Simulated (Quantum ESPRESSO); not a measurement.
# NaF (Villiaumite): phonons by linear response, part 5 of 5

How does NaF (Villiaumite) vibrate, and is this structure a minimum?

Quantum ESPRESSO 7.5; DFT LDA, scalar-relativistic, plane waves, PseudoDojo norm-conserving pseudopotentials.

So far. Step 14 (A changed mass): The top of the path falls from 428 to 365 cm⁻¹, a ratio of 0.85; a mode of that atom alone would give 0.71. Step 16 (Zone-centre response, volume × 0.97): The highest optical mode without the LO-TO term lies at 295.8 cm⁻¹.

## Step 18: Zone-centre response, volume × 1.03

It starts from a fresh copy of the ground state of step 17.

Contents of ph.in:

```
phonons
&inputph
   prefix = 'x'
   outdir = './tmp'
   fildyn = 's.dyn'
   tr2_ph = 1.0d-18
   epsil = .true.
/
0.000000000000 0.000000000000 0.000000000000
```

Launch:

```console
> OMP_NUM_THREADS=1 mpirun -n 4 ph.x -nk 4 -in ph.in > ph.out
```

The program printed:

```text
[banners, grids and lines that vanish by symmetry left out]
[banner, memory and clock lines left out]
Program PHONON v.7.5

     ./tmp/x.save/

     IMPORTANT: XC functional enforced from input :
     Exchange-correlation= PW
                           (   1   4   0   0   0   0   0)
     Any further DFT definition will be discarded
     Please, verify this is what you really want

     G-vector sticks info

     Reading collected, re-writing distributed wavefunctions in ./tmp/

     Number and degeneracy of irreps per q-point
       N         xq(1)         xq(2)         xq(3)   N irreps
       1   0.000000000   0.000000000   0.000000000       2
        3   3

     Calculation of q =    0.0000000   0.0000000   0.0000000

     phonons

     bravais-lattice index     =            0
     lattice parameter (alat)  =       6.0755  a.u.
     unit-cell volume          =     158.5712 (a.u.)^3
     number of atoms/cell      =            2
     number of atomic types    =            2
     kinetic-energy cut-off    =      97.0000  Ry
     charge density cut-off    =     388.0000  Ry
     convergence threshold     =      1.0E-18
     beta                      =       0.7000
     number of iterations used =            4
     Exchange-correlation= PW
                           (   1   4   0   0   0   0   0)

     celldm(1)=    6.07547  celldm(2)=    0.00000  celldm(3)=    0.00000
     celldm(4)=    0.00000  celldm(5)=    0.00000  celldm(6)=    0.00000

     crystal axes: (cart. coord. in units of alat)
               a(1) = ( -0.7071  0.0000  0.7071 )
               a(2) = (  0.0000  0.7071  0.7071 )
               a(3) = ( -0.7071  0.7071  0.0000 )

     reciprocal axes: (cart. coord. in units 2 pi/alat)
               b(1) = ( -0.7071 -0.7071  0.7071 )
               b(2) = (  0.7071  0.7071  0.7071 )
               b(3) = ( -0.7071  0.7071 -0.7071 )

     Atoms inside the unit cell:

     Cartesian axes

     site n.  atom      mass           positions (alat units)
        1  Na     22.9898   tau(    1) = (    0.00000    0.00000    0.00000  )
        2  F      18.9984   tau(    2) = (   -0.70711    0.70711    0.70711  )

     Computing dynamical matrix for
                    q = (   0.0000000   0.0000000   0.0000000 )

     49 Sym.Ops. (with q -> -q+G )

     G cutoff =  362.7701  (  20395 G-vectors)     FFT grid: ( 40, 40, 40)
     number of k points=    29
                       cart. coord. in units 2pi/alat
        k(    1) = (   0.0000000   0.0000000   0.0000000), wk =   0.0039062
        k(    2) = (  -0.0883883   0.0883883  -0.0883883), wk =   0.0312500
        k(    3) = (  -0.1767767   0.1767767  -0.1767767), wk =   0.0312500
        [... further k-points left out ...]

     PseudoPot. # 1 for Na read from file:
     ./pseudo/Na.upf
     Pseudo is Norm-conserving, Zval =  9.0
     Using radial grid of 1968 points,  4 beta functions with:
                l(1) =   0
                l(2) =   0
                l(3) =   1
                l(4) =   1

     PseudoPot. # 2 for F  read from file:
     ./pseudo/F.upf
     Pseudo is Norm-conserving + core correction, Zval =  7.0
     Using radial grid of  824 points,  5 beta functions with:
                l(1) =   0
                l(2) =   0
                l(3) =   1
                l(4) =   1
                l(5) =   2

     Mode symmetry, O_h (m-3m)  point group:

     Electric field:
     Dielectric constant
     Born effective charges as d Force / d E

     Atomic displacements:
     There are    2 irreducible representations

     Representation     1      3 modes -  To be done

     Representation     2      3 modes -  To be done

     Alpha used in Ewald sum =   2.8000

     Electric Fields Calculation

      iter #   1   av.it.:   5.8
      thresh= 1.000E-02 alpha_mix =  0.700 |ddv_scf|^2 =  7.044E-09

      iter #   2   av.it.:  11.0
      thresh= 8.393E-06 alpha_mix =  0.700 |ddv_scf|^2 =  1.227E-10

      iter #   3   av.it.:  11.1
      thresh= 1.108E-06 alpha_mix =  0.700 |ddv_scf|^2 =  6.708E-12

      iter #   4   av.it.:  10.9
      thresh= 2.590E-07 alpha_mix =  0.700 |ddv_scf|^2 =  1.054E-13

      iter #   5   av.it.:  11.0
      thresh= 3.247E-08 alpha_mix =  0.700 |ddv_scf|^2 =  1.186E-16

      iter #   6   av.it.:  11.5
      thresh= 1.089E-09 alpha_mix =  0.700 |ddv_scf|^2 =  3.391E-18

      iter #   7   av.it.:  11.2
      thresh= 1.841E-10 alpha_mix =  0.700 |ddv_scf|^2 =  2.260E-20

     End of electric fields calculation

          Dielectric constant in cartesian axis

          (       1.924104298       0.000000000      -0.000000000 )
          (       0.000000000       1.924104298      -0.000000000 )
          (      -0.000000000      -0.000000000       1.924104298 )

          Effective charges (d Force / dE) in cartesian axis without acoustic sum rule applied (asr)

           atom    1  Na    Mean Z*:        1.00387
      Ex  (        1.00387       -0.00000        0.00000 )
      Ey  (        0.00000        1.00387        0.00000 )
      Ez  (        0.00000       -0.00000        1.00387 )
           atom    2  F     Mean Z*:       -1.00325
      Ex  (       -1.00325       -0.00000        0.00000 )
      Ey  (       -0.00000       -1.00325       -0.00000 )
      Ez  (        0.00000       -0.00000       -1.00325 )

          Effective charges Sum: Mean:        0.00062
              0.00062        0.00000        0.00000
             -0.00000        0.00062       -0.00000
              0.00000        0.00000        0.00062

          Effective charges (d Force / dE) in cartesian axis with asr applied:
           atom    1  Na    Mean Z*:        1.00356
      E*x (        1.00356       -0.00000        0.00000 )
      E*y (        0.00000        1.00356        0.00000 )
      E*z (        0.00000       -0.00000        1.00356 )
           atom    2  F     Mean Z*:       -1.00356
      E*x (       -1.00356        0.00000       -0.00000 )
      E*y (       -0.00000       -1.00356       -0.00000 )
      E*z (       -0.00000        0.00000       -1.00356 )

     Representation #   1 modes #   1   2   3

     Self-consistent Calculation

      iter #   1   av.it.:   6.7
      thresh= 1.000E-02 alpha_mix =  0.700 |ddv_scf|^2 =  1.165E-06

      iter #   2   av.it.:  10.9
      thresh= 1.079E-04 alpha_mix =  0.700 |ddv_scf|^2 =  1.440E-09

      iter #   3   av.it.:  11.7
      thresh= 3.795E-06 alpha_mix =  0.700 |ddv_scf|^2 =  5.439E-11

      iter #   4   av.it.:  11.6
      thresh= 7.375E-07 alpha_mix =  0.700 |ddv_scf|^2 =  7.041E-13

      iter #   5   av.it.:  11.3
      thresh= 8.391E-08 alpha_mix =  0.700 |ddv_scf|^2 =  6.467E-16

      iter #   6   av.it.:  11.7
      thresh= 2.543E-09 alpha_mix =  0.700 |ddv_scf|^2 =  3.283E-17

      iter #   7   av.it.:  11.5
      thresh= 5.729E-10 alpha_mix =  0.700 |ddv_scf|^2 =  1.540E-19

     End of self-consistent calculation

     Convergence has been achieved

     Representation #   2 modes #   4   5   6

     Self-consistent Calculation

      iter #   1   av.it.:   7.0
      thresh= 1.000E-02 alpha_mix =  0.700 |ddv_scf|^2 =  2.081E-06

      iter #   2   av.it.:  11.1
      thresh= 1.442E-04 alpha_mix =  0.700 |ddv_scf|^2 =  8.123E-09

      iter #   3   av.it.:  11.3
      thresh= 9.013E-06 alpha_mix =  0.700 |ddv_scf|^2 =  3.285E-11

      iter #   4   av.it.:  11.5
      thresh= 5.732E-07 alpha_mix =  0.700 |ddv_scf|^2 =  1.276E-12

      iter #   5   av.it.:  11.6
      thresh= 1.130E-07 alpha_mix =  0.700 |ddv_scf|^2 =  6.641E-15

      iter #   6   av.it.:  11.7
      thresh= 8.149E-09 alpha_mix =  0.700 |ddv_scf|^2 =  9.430E-18

      iter #   7   av.it.:  11.6
      thresh= 3.071E-10 alpha_mix =  0.700 |ddv_scf|^2 =  4.984E-19

     End of self-consistent calculation

     Convergence has been achieved

     Number of q in the star =    1
     List of q in the star:
          1   0.000000000   0.000000000   0.000000000

          Dielectric constant in cartesian axis

          (       1.924104298       0.000000000      -0.000000000 )
          (       0.000000000       1.924104298      -0.000000000 )
          (      -0.000000000      -0.000000000       1.924104298 )

          Effective charges (d Force / dE) in cartesian axis without acoustic sum rule applied (asr)

           atom    1  Na    Mean Z*:        1.00387
      Ex  (        1.00387       -0.00000        0.00000 )
      Ey  (        0.00000        1.00387        0.00000 )
      Ez  (        0.00000       -0.00000        1.00387 )
           atom    2  F     Mean Z*:       -1.00325
      Ex  (       -1.00325       -0.00000        0.00000 )
      Ey  (       -0.00000       -1.00325       -0.00000 )
      Ez  (        0.00000       -0.00000       -1.00325 )

          Effective charges Sum: Mean:        0.00062
              0.00062        0.00000        0.00000
             -0.00000        0.00062       -0.00000
              0.00000        0.00000        0.00062

          Effective charges (d Force / dE) in cartesian axis with asr applied:
           atom    1  Na    Mean Z*:        1.00356
      E*x (        1.00356       -0.00000        0.00000 )
      E*y (        0.00000        1.00356        0.00000 )
      E*z (        0.00000       -0.00000        1.00356 )
           atom    2  F     Mean Z*:       -1.00356
      E*x (       -1.00356        0.00000       -0.00000 )
      E*y (       -0.00000       -1.00356       -0.00000 )
      E*z (       -0.00000        0.00000       -1.00356 )

     Diagonalizing the dynamical matrix

     q = (    0.000000000   0.000000000   0.000000000 )

 **************************************************************************
     freq (    1) =       0.106652 [THz] =       3.557536 [cm-1]
     freq (    2) =       0.106652 [THz] =       3.557536 [cm-1]
     freq (    3) =       0.106652 [THz] =       3.557536 [cm-1]
     freq (    4) =       7.715724 [THz] =     257.368853 [cm-1]
     freq (    5) =       7.715724 [THz] =     257.368853 [cm-1]
     freq (    6) =       7.715724 [THz] =     257.368853 [cm-1]
 **************************************************************************

     Mode symmetry, O_h (m-3m)  point group:

     freq (   1-   3) =          3.6  [cm-1]   --> T_1u G_15  G_4- I
     freq (   4-   6) =        257.4  [cm-1]   --> T_1u G_15  G_4- I
```

Run time: 2.2 min. Hardware: 4 MPI ranks of Intel Xeon at 2.50GHz (Skylake/Cascade Lake), shared host; peak memory of a rank 0.09 GiB; 8.8 min of CPU time.

This step gave:

```
miss of the charge sum rule                                       : 6.20e-4 e
largest acoustic frequency at the zone centre before the sum rule : 3.56 cm⁻¹
highest optical zone-centre mode (no LO-TO term)                  : 257.4 cm⁻¹
lowest optical zone-centre mode                                   : 257.4 cm⁻¹
mean high-frequency dielectric constant                           : 1.924
largest Born charge in size (third of the trace)                  : 1.004 e
```

Born charge (rows field, columns displacement), before the sum rule (e), principal values of the symmetric part by kind of site:

| atom | atoms with these values | low | middle | high | mean |
| --- | --- | --- | --- | --- | --- |
| Na1 | 1 | 1.00 | 1.00 | 1.00 | 1.00 |
| F2 | 1 | -1.00 | -1.00 | -1.00 | -1.00 |

In full for F2:

```
-1.00  0.00  0.00
 0.00 -1.00  0.00
 0.00  0.00 -1.00
```

High-frequency dielectric tensor:

```
1.92 0.00 0.00
0.00 1.92 0.00
0.00 0.00 1.92
```

The highest optical mode without the LO-TO term lies at 257.4 cm⁻¹, -38.4 from the run before.

## Step 19: Results

```json
{"space group after relaxation": "Fm-3m", "volume per atom": "11.4 Å³", "gap on the k-mesh": "6.48 eV", "highest optical zone-centre mode (no LO-TO term)": "276.1 cm⁻¹", "highest mode moved by the LO-TO term": "428.2 cm⁻¹", "mean high-frequency dielectric constant": "1.93", "largest Born charge in size (third of the trace)": "0.999 e", "mean static dielectric constant": "4.64", "q mesh": "4×4×4", "lowest mode on the q mesh (acoustic ones at the zone centre apart)": "102.5 cm⁻¹", "zero-point energy per atom": "44.7 meV", "heat capacity at 300 K": "22.2 J/(mol atoms K)", "vibrational entropy at 300 K": "24.1 J/(mol atoms K)", "imaginary modes on the q mesh": "none"}
```

**Reading.** NaF (Villiaumite) is dynamically stable on the 4×4×4 mesh; its spectrum reaches 428 cm⁻¹. At the LDA level the optical modes of NaF (Villiaumite) at the zone centre (no LO-TO term) lie at 276 cm⁻¹. Along the directions run, the highest mode that the macroscopic field moves lies at 428 cm⁻¹. Lattice motion raises the mean dielectric constant from 1.931 to 4.64. The Born charge of F is -0.9984 e against a formal charge of -1, close to the ionic value. The Lyddane-Sachs-Teller relation holds: (ωLO/ωTO)² is 2.406 and ε₀/ε∞ is 2.403. These are harmonic frequencies at zero temperature: anharmonic shifts, linewidths and thermal expansion are left out.

[Long decimals in the printed logs are rounded to 6 places.]

[Host names, launcher messages, clock columns and parts of forces and stress are left out of these logs.]

[Logs are printed without paths, hosts, clocks, repeated set-up lines and the standing remarks that a program may print on its own settings, such as how far it seeks lower states.]

[Hosts, paths, dates, database ids (printed as entryN), source tags and the programs' standing remarks are cut or masked in the printed files.]

[Where Elk ran, warnings of its patched build on accuracy (core leakage, angular cutoffs, spin-orbit splittings, empty states, lower magnetic states) are left out.]

[Sessions in which a second program contradicted a gradient-corrected response are left out of this set, so agreement between programs is selected.]
